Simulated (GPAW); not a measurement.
Consider AgB2 (P6/mmm).

```cif
data_structure
_symmetry_space_group_name_H-M 'P 1'
_symmetry_Int_Tables_number 1
_cell_length_a 3.0000
_cell_length_b 3.0000
_cell_length_c 3.2400
_cell_angle_alpha 90.000
_cell_angle_beta 90.000
_cell_angle_gamma 120.000
_cell_volume 25.25
loop_
_atom_site_label
_atom_site_type_symbol
_atom_site_fract_x
_atom_site_fract_y
_atom_site_fract_z
_atom_site_occupancy
Ag1 Ag 0.00000 0.00000 0.00000 1
B2 B 0.66667 0.33333 0.50000 1
B3 B 0.33333 0.66667 0.50000 1
```

Absorber: atom 1, with 12 B at 2.37 Å (12-fold, site symmetry 6/mmm). Method: GPAW, PBE, excited-electron core hole (neutral cell), 27-atom cell with 6.1 Å between holes, 4×4×4 k points, dipole transitions, Gaussian full width 2.4 eV up to 4 eV, rising linearly to 3.5 eV at 25 eV.

**Question.** Where do the maxima of the Ag L₃ edge fall?

Main maxima up to 27 eV above the zero (height): 6.8 eV (1.55) and 21.4 eV (1.86). At an L edge the dipole rule selects empty d and s states; the absorber's d shell is nominally full, so the onset shows only d character mixed into the empty bands. 

The Ag L₃ spectrum (energy from the lowest empty level; intensity scaled to a mean of 1 over the first 20 eV; polarised curves are means over the symmetry-equivalent atoms):

```csv
E (eV),isotropic,ε ⊥ c,ε ∥ c
-2.0,0.02,0.03,0.02
-1.5,0.07,0.07,0.05
-1.0,0.15,0.17,0.11
-0.5,0.30,0.34,0.22
0.0,0.48,0.55,0.34
0.5,0.68,0.79,0.47
1.0,0.85,0.99,0.58
1.5,0.95,1.10,0.65
2.0,0.99,1.14,0.69
2.5,0.99,1.13,0.72
3.0,0.99,1.11,0.76
3.5,1.00,1.10,0.79
4.0,1.01,1.11,0.80
4.5,1.04,1.14,0.84
5.0,1.12,1.21,0.93
5.5,1.25,1.32,1.10
6.0,1.41,1.44,1.33
6.5,1.52,1.51,1.54
7.0,1.55,1.51,1.63
7.5,1.49,1.44,1.58
8.0,1.38,1.37,1.42
8.5,1.28,1.30,1.22
9.0,1.19,1.26,1.04
9.5,1.10,1.20,0.89
10.0,0.99,1.11,0.77
10.5,0.87,0.97,0.67
11.0,0.75,0.83,0.60
11.5,0.66,0.71,0.55
12.0,0.60,0.63,0.52
12.5,0.57,0.60,0.52
13.0,0.58,0.60,0.53
13.5,0.61,0.64,0.57
14.0,0.66,0.69,0.62
14.5,0.72,0.74,0.68
15.0,0.79,0.80,0.76
15.5,0.84,0.85,0.84
16.0,0.89,0.88,0.92
16.5,0.93,0.90,1.00
17.0,0.97,0.92,1.07
17.5,1.00,0.93,1.13
18.0,1.04,0.97,1.20
18.5,1.12,1.03,1.29
19.0,1.23,1.13,1.42
19.5,1.38,1.29,1.57
20.0,1.56,1.47,1.72
20.5,1.72,1.66,1.82
21.0,1.82,1.81,1.86
21.5,1.86,1.88,1.81
22.0,1.82,1.88,1.70
22.5,1.73,1.82,1.55
23.0,1.62,1.73,1.40
23.5,1.51,1.63,1.27
24.0,1.43,1.55,1.18
24.5,1.37,1.49,1.13
25.0,1.35,1.47,1.12
25.5,1.37,1.47,1.16
26.0,1.41,1.49,1.24
26.5,1.46,1.52,1.35
27.0,1.53,1.56,1.48
27.5,1.60,1.59,1.62
28.0,1.66,1.62,1.76
```

Only the L₃ part is meant: spin–orbit coupling of the core level isn't computed and the L₂ copy isn't added. The script folds with a Gaussian, whereas the core hole's own line is a Lorentzian, so the onset is too steep and the first peak too high. The holes are only 6.1 Å apart, so the shape is probably not converged with cell size; no larger cell was run here. Lifetime broadening is put in by hand, and intensities beyond about 20 eV depend on it and on the partial waves. The structure is a published determination, not relaxed.

[Banner, clock and machine lines of the logs are left out without a mark of their own.]

[Logs are printed without paths, hosts, clocks, repeated set-up lines and the standing remarks that a program may print on its own settings, such as how far it seeks lower states.]

[Hosts, paths, dates, database ids (printed as entryN), source tags and the programs' standing remarks are cut or masked in the printed files.]

[Lists of maxima count a maximum above −3 eV only where it reaches 4 % of the highest in the window and stands out from its surroundings by 2 % of it (1.5 % where it reaches 55 %); shoulders and weaker maxima are passed over, and of the rest the first, up to two pre-edge ones and the few strongest are named.]
